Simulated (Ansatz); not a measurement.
# TiAgHg2: which shell does photoemission see at 21.2 and 250 eV? (LDA)

The valence band of TiAgHg2 mixes several shells. Work out by hand which one leads the spectrum's area at each photon energy.

Filled states come from the projected DOS of Ansatz 0.2.0 (LDA, plane waves); cross sections σ and asymmetry parameters β are those of free atoms in a Dirac–Hartree–Slater calculation. A shell's area is states × σ × angular factor, which is 1 + β·P₂(cos θ) for linear light, with θ = 0° from the polarisation and P₂ = 1.000.

**At 21.2 eV** (states counted from 11.2 eV below the zero; other shells add 1.5 to the products' sum of 55):

| shell | filled states a cell | cross section (Mb an electron) | β | angular factor | product | share by hand (%) | share in the simulated spectrum (%) |
| --- | --- | --- | --- | --- | --- | --- | --- |
| Hg 5d | 19.75 | 1.94 | -0.18 | 0.82 | 31.5 | 57 | 57 |
| Ag 4d | 9.79 | 1.87 | -0.30 | 0.70 | 12.8 | 23 | 23 |
| Ti 3d | 3.09 | 2.54 | 0.16 | 1.16 | 9.13 | 17 | 17 |

**At 250 eV** (states counted from 11.4 eV below the zero; other shells add 0.067 to the products' sum of 1.39):

| shell | filled states a cell | cross section (Mb an electron) | β | angular factor | product | share by hand (%) | share in the simulated spectrum (%) |
| --- | --- | --- | --- | --- | --- | --- | --- |
| Hg 5d | 19.75 | 0.00979 | -0.57 | 0.43 | 0.0827 | 6 | 6 |
| Ag 4d | 9.79 | 0.0582 | 0.70 | 1.70 | 0.967 | 69 | 69 |
| Ti 3d | 3.09 | 0.0393 | 1.27 | 2.27 | 0.276 | 20 | 20 |

Hg 5d leads at 21.2 eV and Ag 4d at 250 eV. Between the two energies σ of Hg 5d changes by a factor 0.0050 and that of Ag 4d by 0.031, so their ratio moves 6.2-fold in favour of the second. The simulated spectrum uses the same rule on the energy-resolved DOS, so the two share columns agree within a few points.

Only crystals where the two columns agree within 4 points and the lead is clear are worked in this form. Free-atom cross sections ignore the solid's final states, no escape depth or background enters, and the count of states a shell hangs on the projection.
